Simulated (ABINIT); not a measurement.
# Beyond one shot: SrCl2 (Fm-3m), part 3 of 3

Wanted: G0W0 and self-consistent gaps of SrCl2 (Fm-3m), with the cost of the cycles.

ABINIT 10.8.3; PBE and many-body steps on it, plane waves. Known limits of the many-body steps: not at the basis limit; no spin-orbit coupling; coarse k mesh.

So far. Step 10 (evGW, cycle 1): Against G0W0 in ABINIT (2×2×2 mesh, 68 bands, screening to 106.1 eV, Godby-Needs plasmon pole), the gap moves by +0.680 eV. Step 13 (evGW, cycle 2): Against the cycle before, the gap moves by +0.037 eV.

## (15) Screening, 2×2×2 mesh, 68 bands, screening to 106.1 eV

This step: RPA screening on PBE from quasiparticle energies, plane waves, norm-conserving pseudopotentials.

File run.abi:

```
acell 3*1.0 Angstrom
rprim 
  -0.000000000000 3.488350000000 3.488350000000
  3.488350000000 -0.000000000000 3.488350000000
  3.488350000000 3.488350000000 -0.000000000000
ntypat 2
znucl 38 17
natom 3
typat 1 2 2
xred 
  0.000000000000 0.000000000000 0.000000000000
  0.250000000000 0.250000000000 0.250000000000
  0.750000000000 0.750000000000 0.750000000000
pp_dirpath "pseudos"
pseudos "Sr.upf, Cl.upf"
ecut 28
ngkpt 2 2 2
nshiftk 1
shiftk 0 0 0
kptopt 1
chksymbreak 0
istwfk *1
occopt 1
irdwfk 1
optdriver 3
nband 68
ecuteps 3.9
inclvkb 2
awtr 1
symchi 1
irdqps 1
gwcalctyp 10
nqptdm 2
qptdm 
  0.5000000000 0.0000000000 0.0000000000
  0.5000000000 0.5000000000 0.0000000000
indata_prefix "in"
outdata_prefix "out"
tmpdata_prefix "tmp"
```

File mrgscr.stdin:

```
2
merged
q0_SCR
out_SCR
1
```

Run with:

```bash
OMP_NUM_THREADS=1 mpirun -n 4 abinit run.abi > log; mrgscr < mrgscr.stdin
```

Numbers of over 12 decimals in the logs are rounded to 6 here.

Output:

```text
.Version 10.8.3 of ABINIT. v10.8.2 released Aug 2026.

 Symmetries : space group Fm -3 m (#225); Bravais cF (face-center cubic)
[... echo of the input left out ...]
== DATASET  1 ==================================================================
-   mpi_nproc: 4, omp_nthreads: 1 (-1 if OMP is not activated)

--- !DatasetInfo
iteration_state: {dtset: 1, }
dimensions: {natom: 3, nkpt: 3, mband: 68, nsppol: 1, nspinor: 1, nspden: 1, mpw: 4088, }
cutoff_energies: {ecut:  28.0, pawecutdg:  -1.0, }
[...]
q-point number  2        q = ( 0.500000, 0.500000, 0.000000) [r.l.u.]
--------------------------------------------------------------------------------
[... chi0 elements left out ...]
  Average fulfillment of the sum rule on Im[epsilon] for q-point    3 :     74.35  [%]

== END DATASET(S) ==============================================================
================================================================================

 -outvars: echo values of variables after computation  --------
           etotal      0.0000000000E+00
            nband          68
             nkpt           3
          spgroup         225
 [... the other variables as echoed above ...]

 Calculation completed.
```

The job ended after 2.5 s (4 MPI ranks of Arm Neoverse V2, shared host; peak memory 0.13 GiB).

This step gave:

```
plasma frequency                    : 19.74 eV
plane waves in the screening matrix : 181
```

This screening reads the quasiparticle levels of the cycle before.

## (16) evGW, cycle 3

This step: evGW on PBE, plane waves, norm-conserving pseudopotentials.

run.abi: that of step 15 with these lines changed.

```diff
@@ -24,14 +24,20 @@
 irdwfk 1
-optdriver 3
+optdriver 4
 nband 68
-ecuteps 3.9
-inclvkb 2
-awtr 1
-symchi 1
-irdqps 1
 gwcalctyp 10
-nqptdm 2
-qptdm 
+ecutsigx 28
+symsigma 1
+nkptgw 3
+kptgw 
+  0.0000000000 0.0000000000 0.0000000000
   0.5000000000 0.0000000000 0.0000000000
   0.5000000000 0.5000000000 0.0000000000
+bdgw 
+  7 18
+  7 18
+  7 18
+ecuteps 3.9
+irdscr 1
+ppmodel 1
+irdqps 1
 indata_prefix "in"
```

Run with:

```bash
OMP_NUM_THREADS=1 mpirun -n 4 abinit run.abi > log
```

Output:

```text
.Version 10.8.3 of ABINIT. v10.8.2 released Aug 2026.

 Symmetries : space group Fm -3 m (#225); Bravais cF (face-center cubic)
[... echo of the input left out ...]
== DATASET  1 ==================================================================
-   mpi_nproc: 4, omp_nthreads: 1 (-1 if OMP is not activated)

--- !DatasetInfo
iteration_state: {dtset: 1, }
dimensions: {natom: 3, nkpt: 3, mband: 68, nsppol: 1, nspinor: 1, nspden: 1, mpw: 4088, }
cutoff_energies: {ecut:  28.0, pawecutdg:  -1.0, }
[...]
Convergence of QP corrections
 >>>>> For spin  1 <<<<<
.  kptgw no:  1; Maximum DeltaE = (   0.000   0.000) for band index:  1
.  kptgw no:  2; Maximum DeltaE = (  -0.001   0.000) for band index: 11
.  kptgw no:  3; Maximum DeltaE = (   0.001   0.000) for band index:  1

== END DATASET(S) ==============================================================
================================================================================

 -outvars: echo values of variables after computation  --------
           etotal      0.0000000000E+00
            nband          68
             nkpt           3
          spgroup         225
 [... the other variables as echoed above ...]

 Calculation completed.
```

It took 6.2 s on 4 MPI ranks; peak memory 0.76 GiB; 24 s of CPU time.

Numbers from this step:

| Quantity | Value |
| --- | --- |
| quasiparticle gap on the points computed | 7.963 eV |
| gap of the density functional on the mesh | 5.343 eV |
| k of the valence top | 0.5, 0.5, 0 |
| k of the conduction bottom | 0, 0, 0 |
| least direct quasiparticle gap on the computed points | 8.375 eV |

Against the cycle before, the gap moves by +0.002 eV.

## (17) The runs together

Times are wall times on 4 MPI ranks of Arm Neoverse V2, shared host, good to a factor of about two. A run's time includes the screening step that it read.

```csv
run,mesh,bands,screening cutoff (eV),DFT gap (eV),gap on the mesh (eV),direct (eV),ε∞ used,time
G0W0,2×2×2,68,106.1,5.343,7.244,7.645,2.90,6.7 s
"evGW0, cycle 1",2×2×2,68,106.1,5.343,7.614,8.030,2.90,9.5 s
"evGW0, cycle 2",2×2×2,68,106.1,5.343,7.488,7.892,2.90,9.6 s
"evGW0, cycle 3",2×2×2,68,106.1,5.343,7.493,7.899,2.90,9.6 s
"evGW, cycle 1",2×2×2,68,106.1,5.343,7.924,8.335,2.50,12 s
"evGW, cycle 2",2×2×2,68,106.1,5.343,7.961,8.372,2.45,12 s
"evGW, cycle 3",2×2×2,68,106.1,5.343,7.963,8.375,2.45,12 s
```

## (18) Results

| Quantity | Value |
| --- | --- |
| G0W0 | 7.244 eV |
| evGW0, cycle 1 | 7.614 eV |
| evGW0, cycle 2 | 7.488 eV |
| evGW0, cycle 3 | 7.493 eV |
| evGW, cycle 1 | 7.924 eV |
| evGW, cycle 2 | 7.961 eV |
| evGW, cycle 3 | 7.963 eV |
| known limits | not at the basis limit; no spin-orbit coupling; coarse k mesh |

In words: Only the bands that the input lists are updated; the others, empty or deep, keep the functional's energies or take a rigid shift. The evGW loop starts from the last levels of evGW0, so its cycles and time come on top of those. evGW0 ends at 7.49 eV, +0.25 eV from G0W0, after 3 cycles that took 19 s beside the first screening; the last moved the gap by 0.005 eV. evGW ends at 7.96 eV, +0.72 eV from G0W0, after 3 cycles that took 35 s beside the first screening; the last moved the gap by 0.002 eV. The first cycle of evGW0 takes the full correction, without the factor Z, so it overshoots the one-shot value. Bands and cutoff are finite, so the gap is not at the basis limit. The miss can reach some tenths of an eV and take either sign; the mesh is an error of its own. In the first G0W0 run levels were corrected at 2 k points alone, so a gap called «on the mesh» is the least over those, and an edge elsewhere would be missed. The 2×2×2 mesh is coarse for this cell, which bears on the long-range parts of exchange and screening. In the updated screening the q = 0 part is built from Kohn-Sham bands under a rigid shift, the other q from the quasiparticle levels. The many-body steps are scalar-relativistic: spin-orbit coupling is not in them.

[Paths, hosts, dates, memory and timing lines, banners, echoed tables and standing remarks are left out of the program output.]

[Logs are printed without paths, hosts, clocks, repeated set-up lines and the standing remarks that a program may print on its own settings, such as how far it seeks lower states.]

[Runs of the session that timed out or met a known fault of the program may be left out.]

[No measured gap is set beside runs whose start may be inverted or whose files or cutoffs have a known fault.]

[Loops that did not settle are left out.]

[Hosts, paths, dates, database ids (printed as entryN), source tags and the programs' standing remarks are cut or masked in the printed files.]

[G0W0 gaps are taken among the corrected bands and points alone; a level outside them can change the order at an edge.]

[Where Ansatz stands beside ABINIT at settings called matched, ABINIT's density can come from a denser mesh and the files from another edition; pairs whose starting gaps differed by over 0.03 eV were left out, so agreement reads better than it is.]
